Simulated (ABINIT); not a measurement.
**BaH2 (P6_3/mmc): G0W0 in ABINIT against the screening cutoff in the self-energy**

Aim: move the screening cutoff in the self-energy of a G0W0 run on BaH2 (P6_3/mmc) over a wide range.

Calculated with ABINIT 10.8.3; PBEsol and many-body steps on it, plane waves.

Report form: the programs' logs are mostly left out.

## Step 1: Set-up

The structure is hexagonal, space group P6_3/mmc (No. 194). Conventional cell: a = 4.462 Å, b = 4.462 Å, c = 6.055 Å, α = 90.00°, β = 90.00°, γ = 120.00°. Ba has 11 H at 2.58 to 3.03 Å nearest. H has 5 Ba at 2.58 to 3.03 Å and 6 H at 2.99 Å nearest. H has 6 Ba at 2.99 Å and 8 H at 2.99 to 3.03 Å nearest. Farther neighbours are not listed.

The cell and positions are those that the Materials Project relaxed with its own functionals (PBE, PBE+U or r2SCAN), kept fixed. Spin-orbit coupling is left out unless a step names it.

## Step 2: Screening, 3×3×2 mesh, 491 bands, screening to 217.7 eV

This step: ABINIT 10.8.3; RPA screening on PBEsol, plane waves, norm-conserving pseudopotentials.

The RPA dielectric matrix is built and inverted for each q.

Input file run.abi:

```
acell 3*1.0 Angstrom
rprim 
  4.462025052349 0.000000000014 0.000000000000
  -2.231012526186 3.864227047650 0.000000000000
  0.000000000000 0.000000000000 6.055292590000
ntypat 2
znucl 56 1
natom 6
typat 1 1 2 2 2 2
xred 
  0.666666666667 0.333333333333 0.750000000000
  0.333333333333 0.666666666667 0.250000000000
  0.333333333333 0.666666666667 0.750000000000
  0.666666666667 0.333333333333 0.250000000000
  0.000000000000 0.000000000000 0.500000000000
  0.000000000000 0.000000000000 0.000000000000
pp_dirpath "pseudos"
pseudos "Ba.upf, H.upf"
ecut 32
ngkpt 3 3 2
nshiftk 1
shiftk 0 0 0
kptopt 1
chksymbreak 0
istwfk *1
occopt 1
irdwfk 1
optdriver 3
nband 491
ecuteps 8
inclvkb 2
awtr 1
symchi 1
indata_prefix "in"
outdata_prefix "out"
tmpdata_prefix "tmp"
```

Started as:

```bash
$ OMP_NUM_THREADS=1 mpirun -n 4 abinit run.abi > log
```

It took 5.8 min on 4 MPI ranks of Intel Xeon Platinum 8259CL at 2.50GHz (Skylake/Cascade Lake), shared host; peak memory 3.3 GiB.

Numbers from this step:

```yaml
eps_infinity_with_local_fields_on_this_mesh_along_the_program_s_q_direction: 5.842
the_same_without_local_fields: 6.505
plasma_frequency: 17.80 eV
plane_waves_in_the_screening_matrix: 759
```

Local fields lower ε∞ by 10 %. On a Γ-centred mesh this coarse the value itself is usually too large, while a short band sum pulls it down.

## Step 3: 0.8 Ha

This step: G0W0 on PBEsol, plane waves, norm-conserving pseudopotentials.

Edit run.abi of step 2 so:

```diff
@@ -27,8 +27,17 @@
 irdwfk 1
-optdriver 3
+optdriver 4
 nband 491
-ecuteps 8
-inclvkb 2
-awtr 1
-symchi 1
+gwcalctyp 0
+ecutsigx 32
+symsigma 1
+nkptgw 2
+kptgw 
+  0.0000000000 0.0000000000 0.0000000000
+  0.3333333333 0.3333333333 0.5000000000
+bdgw 
+  11 14
+  11 14
+ecuteps 0.8
+irdscr 1
+ppmodel 1
 indata_prefix "in"
```

Wall time 13 s (4 MPI ranks); peak memory 1.6 GiB.

Numbers from this step:

```
G0W0 gap on the points computed              : 2.853 eV
starting gap on the mesh                     : 1.473 eV
k of the valence top                         : 0, 0, 0
k of the conduction bottom                   : 0.3333, 0.3333, 0.5
Z at the valence top                         : 0.813
Z at the conduction bottom                   : 0.821
least direct G0W0 gap on the computed points : 4.241 eV
```

## Step 4: 1.6 Ha

Edit run.abi of step 3 so:

```diff
@@ -39,3 +39,3 @@
   11 14
-ecuteps 0.8
+ecuteps 1.6
 irdscr 1
```

It took 14 s on 4 MPI ranks; peak memory 1.6 GiB; 55 s of CPU time.

This step gave:

- G0W0 gap on the points computed: 2.81 eV
- starting gap on the mesh: 1.473 eV
- k of the valence top: 0, 0, 0
- k of the conduction bottom: 0.3333, 0.3333, 0.5
- Z at the valence top: 0.794
- Z at the conduction bottom: 0.816
- least direct G0W0 gap on the computed points: 4.190 eV

## Step 5: 2.8 Ha

The self-energy is evaluated for the states that the input lists, and the levels follow from it, in one-shot runs by the linearised quasiparticle equation.

Edit run.abi of step 4 so:

```diff
@@ -39,3 +39,3 @@
   11 14
-ecuteps 1.6
+ecuteps 2.8
 irdscr 1
```

Elapsed: 28 s, on 4 MPI ranks; peak memory 1.8 GiB.

Numbers from this step:

```yaml
g0w0_gap_on_the_points_computed: 2.941 eV
starting_gap_on_the_mesh: 1.473 eV
k_of_the_valence_top: 0, 0, 0
k_of_the_conduction_bottom: 0.3333, 0.3333, 0.5
least_direct_g0w0_gap_on_the_computed_points: 4.252 eV
```

The gap on the mesh goes from 1.47 eV to 2.94 eV, a correction of +1.47 eV.

## Step 6: 4 Ha

Edit run.abi of step 5 so:

```diff
@@ -39,3 +39,3 @@
   11 14
-ecuteps 2.8
+ecuteps 4
 irdscr 1
```

Run time: 57 s. Hardware: 4 MPI ranks; peak memory 1.9 GiB; 3.8 min of CPU time.

Numbers from this step:

```yaml
g0w0_gap_on_the_points_computed: 3.004 eV
starting_gap_on_the_mesh: 1.473 eV
k_of_the_valence_top: 0, 0, 0
k_of_the_conduction_bottom: 0.3333, 0.3333, 0.5
least_direct_g0w0_gap_on_the_computed_points: 4.301 eV
```

Against the run before, the gap moves by +0.063 eV.

## Step 7: 6 Ha

Edit run.abi of step 6 so:

```diff
@@ -39,3 +39,3 @@
   11 14
-ecuteps 4
+ecuteps 6
 irdscr 1
```

Run time: 2.3 min. Hardware: 4 MPI ranks; peak memory 3.8 GiB.

This step gave:

* G0W0 gap on the points computed: 3.049 eV
* starting gap on the mesh: 1.473 eV
* k of the valence top: 0, 0, 0
* k of the conduction bottom: 0.3333, 0.3333, 0.5
* least direct G0W0 gap on the computed points: 4.34 eV

Against the run before, the gap moves by +0.045 eV.

## Step 8: 8 Ha

Edit run.abi of step 7 so:

```diff
@@ -39,3 +39,3 @@
   11 14
-ecuteps 6
+ecuteps 8
 irdscr 1
```

Elapsed: 4.7 min, on 4 MPI ranks; peak memory 3.8 GiB.

This step gave:

```yaml
g0w0_gap_on_the_points_computed: 3.065 eV
starting_gap_on_the_mesh: 1.473 eV
k_of_the_valence_top: 0, 0, 0
k_of_the_conduction_bottom: 0.3333, 0.3333, 0.5
least_direct_g0w0_gap_on_the_computed_points: 4.356 eV
```

Against the run before, the gap moves by +0.016 eV.

## Step 9: Side by side

Times are wall times on 4 MPI ranks of Intel Xeon Platinum 8259CL at 2.50GHz (Skylake/Cascade Lake), shared host, good to a factor of about two. A run's time includes the screening step that it read.

| run | mesh | bands | screening cutoff (eV) | DFT gap (eV) | gap on the mesh (eV) | direct (eV) | ε∞ used | time |
| --- | --- | --- | --- | --- | --- | --- | --- | --- |
| 0.8 Ha | 3×3×2 | 491 | 21.8 | 1.473 | 2.853 | 4.241 | 5.84 | 6 min |
| 1.6 Ha | 3×3×2 | 491 | 43.5 | 1.473 | 2.810 | 4.190 | 5.84 | 6 min |
| 2.8 Ha | 3×3×2 | 491 | 76.2 | 1.473 | 2.941 | 4.252 | 5.84 | 6.2 min |
| 4 Ha | 3×3×2 | 491 | 108.8 | 1.473 | 3.004 | 4.301 | 5.84 | 6.7 min |
| 6 Ha | 3×3×2 | 491 | 163.3 | 1.473 | 3.049 | 4.340 | 5.84 | 8 min |
| 8 Ha | 3×3×2 | 491 | 217.7 | 1.473 | 3.065 | 4.356 | 5.84 | 10 min |

## Step 10: Results

```
0.8 Ha       : 2.853 eV
1.6 Ha       : 2.810 eV
2.8 Ha       : 2.941 eV
4 Ha         : 3.004 eV
6 Ha         : 3.049 eV
8 Ha         : 3.065 eV
known limits : not at the basis limit; no spin-orbit coupling; coarse k mesh
```

In words: The setting moved: screening cutoff in the self-energy. From 0.8 Ha to 8 Ha the gap moves by +0.21 eV, not steadily: it passes through 2.81 eV. The last step still moves it by +0.016 eV. Bands and screening cutoff are coupled, so a series along one setting does not show full convergence. Bands and cutoff are finite, so the gap is not at the basis limit. The miss can reach some tenths of an eV and take either sign; the mesh is an error of its own. In the G0W0 runs levels were corrected at 2 k points alone, so a gap called «on the mesh» is the least over those, and an edge elsewhere would be missed. The 3×3×2 mesh is coarse for this cell, which bears on the long-range parts of exchange and screening. The many-body steps are scalar-relativistic: spin-orbit coupling is not in them.

[Paths, hosts, dates, memory and timing lines, banners, echoed tables and standing remarks are left out of the program output.]

[Logs are printed without paths, hosts, clocks, repeated set-up lines and the standing remarks that a program may print on its own settings, such as how far it seeks lower states.]

[Runs of the session that timed out or met a known fault of the program may be left out.]

[Hosts, paths, dates, database ids (printed as entryN), source tags and the programs' standing remarks are cut or masked in the printed files.]

[G0W0 gaps are taken among the corrected bands and points alone; a level outside them can change the order at an edge.]

[Where Ansatz stands beside ABINIT at settings called matched, ABINIT's density can come from a denser mesh and the files from another edition; pairs whose starting gaps differed by over 0.03 eV were left out, so agreement reads better than it is.]
